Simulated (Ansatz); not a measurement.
# Random rock-salt alloy of NbC and TiC: a scan of a strain by script

How does the cell respond to a strain?

Main program and level: Ansatz 0.2.0; Kohn-Sham DFT, PBE, PAW set soft_1, plane waves.

### 1. Set-up

The cell holds 64 atoms: 24 Nb, 32 C and 8 Ti. Cell: a = 8.869 Å, b = 8.869 Å, c = 8.869 Å, α = 90.0°, β = 90.0°, γ = 90.0°. Rock-salt NbC, 2 x 2 x 2 conventional cells, 8 of 32 Nb sites given to Ti at random (x = 0.250), lattice by Vegard's rule (a = 4.434 A); not relaxed, displaced by a Gaussian of 0.02 A.

### 2. Running it

ASE makes the structure inside the script; the seeds are typed, so the same atoms come back each time. The 2×2×2 mesh is chosen so that along the periodic directions points times cell width come to 17.7 Å or more. A smearing of 0.025 eV is typed, narrow for a metal. The PAW files are read from a folder beside the script (Ansatz's set soft_1), and the density starts from superposed atoms. The atoms are relaxed first, so that the scan starts at or near a minimum at this cell. Small strains of both signs give the curvature.

curve.py reads:

```python
import time
import warnings
import numpy as np
from ase.build import bulk
import ansatz as az

warnings.simplefilter("ignore", az.DeckWarning)
u = bulk('NbC', 'rocksalt', a=4.4345, cubic=True)
atoms = u.repeat([2, 2, 2])
rng = np.random.default_rng(40101)
sites = rng.permutation([a.index for a in atoms if a.symbol == 'Nb'])
new = ['Ti'] * 8
for k, e in zip(sites, new): atoms[k].symbol = e
atoms.rattle(0.02, seed=40101)
atoms.wrap()
print("formula", atoms.get_chemical_formula(mode="reduce") if len(atoms) < 20 else atoms.get_chemical_formula())
print("cell (A, deg)", np.round(atoms.cell.cellpar(), 3))

def setup(atoms):
    return (
        az.Crystal.from_ase(atoms)
        .calculation()
        .functional("pbe")
        .pseudopotentials("paw", azcp={"folder": "./paw"}, xc_functional="pbe")
        .basis(500)
        .kpoints(2, 2, 2)
        .occupations("gaussian", width=0.025)
    )

def gap_of(report):
    e = np.concatenate(report["eigenvalues_ev"]); f = np.concatenate(report["occupations"])
    f = f / f.max()  # a half-filled level counts on both sides, so the gap is then zero
    return e[f > 0.3].max(), e[f < 0.7].min()

def relaxed(atoms):
    steps = []
    calc = setup(atoms).relax(force_tolerance=0.03, max_steps=47).forces()
    keep = lambda event: steps.append(event["data"]) if event["event"] == "relax_step" and event["data"].get("accepted", True) else None
    try:
        az.Session.from_yaml(calc.to_yaml()).plan(threads=4).execute(on_event=keep)
    except az.NonConvergedError as error:
        print("relaxation stopped at the step limit:", str(error).split(". ")[0])
    final = atoms.copy()
    final.set_cell(steps[-1].get("cell_ang", atoms.cell))
    final.positions = steps[-1]["positions_ang"]
    print(f"{len(steps)} steps, energy change {steps[-1]['lagrangian_ev'] - steps[0]['lagrangian_ev']:+.3f} eV, largest force component {steps[-1]['allowed_force_max_ev_ang']:.3f} eV/A", flush=True)
    return final

start = time.time()
start_cell = relaxed(atoms)
start_cell.set_constraint()
print(f"relaxed first, in {time.time() - start:.0f} s")

rows = []
for x in [-0.02, -0.01, 0, 0.01, 0.02]:
    a = start_cell.copy()
    a.set_cell(a.cell[:] @ (np.eye(3) + x * np.array([[1, 0, 0], [0, 0, 0], [0, 0, 0]])), scale_atoms=True)
    try:
        r = setup(a).forces().stress().band_table().run(threads=4).report
    except az.AnsatzError as error:
        print(x, 'failed:', str(error)[:110])
        continue
    print(x, f"F = {r['free_energy_ev']:.4f} eV after {r['n_iterations']} iterations", flush=True)
    homo, lumo = gap_of(r)
    rows.append((x, r['free_energy_ev'], np.sqrt(np.mean(np.square(r['forces_ev_ang']))), max(lumo - homo, 0), np.trace(r['stress_gpa']) / 3))
low = min(e for _, e, *_ in rows)
print("    strain  E - Emin (meV/atom)  rms force (eV/A)  gap (eV)  P (GPa)")
for x, e, f, gap, p in rows:
    print(f"{x:10.3f} {1000 * (e - low) / len(atoms):20.2f} {f:17.3f} {gap:9.3f} {p:8.2f}")
```

Run with:

```bash
$ python curve.py
```

What it wrote:

```text
formula C32Nb24Ti8
cell (A, deg) [ 8.869  8.869  8.869 90.    90.    90.   ]
23 steps, energy change -0.854 eV, largest force component 0.028 eV/A
relaxed first, in 1140 s
-0.02 F = -137320.6438 eV after 9 iterations
-0.01 F = -137321.2894 eV after 10 iterations
0 F = -137321.6163 eV after 10 iterations
0.01 F = -137321.6492 eV after 10 iterations
0.02 F = -137321.4225 eV after 10 iterations
    strain  E - Emin (meV/atom)  rms force (eV/A)  gap (eV)  P (GPa)
    -0.020                15.71             0.059     0.000    10.43
    -0.010                 5.62             0.030     0.000     6.94
     0.000                 0.51             0.008     0.047     3.76
     0.010                 0.00             0.023     0.000     0.85
     0.020                 3.54             0.046     0.000    -1.80
```

Elapsed: 25 min, on 4 threads of Arm Neoverse V1, shared host; peak memory 5.9 GiB.

### 3. What came out

```json
{"lowest point of the scan": "a strain of +0.01", "energy range": "15.7 meV/atom", "curvature of the energy density for a stretch along x": "669 GPa"}
```

The lowest of the points computed is at a strain of +0.01; the scan spans 15.7 meV/atom. The curvature for a stretch along x is 669 GPa; the ions are clamped to the strained cell, which stiffens it against the relaxed value when the start is relaxed, and any stress left in the start enters it too (here 3.8 GPa). Bands overlap or touch in every run, so the cell is a metal at this level and any non-zero gap printed is a spacing between sampled levels. A metal needs a dense mesh, and this one wasn't tested.

[Logs are printed without paths, hosts, clocks, repeated set-up lines and the standing remarks that a program may print on its own settings, such as how far it seeks lower states.]

[Hosts, paths, dates, database ids (printed as entryN), source tags and the programs' standing remarks are cut or masked in the printed files.]

[Scripts of this kind were picked in part by their result: those with far moves, changed bonds, near-zero gaps or large misses at database cells are mostly left out.]
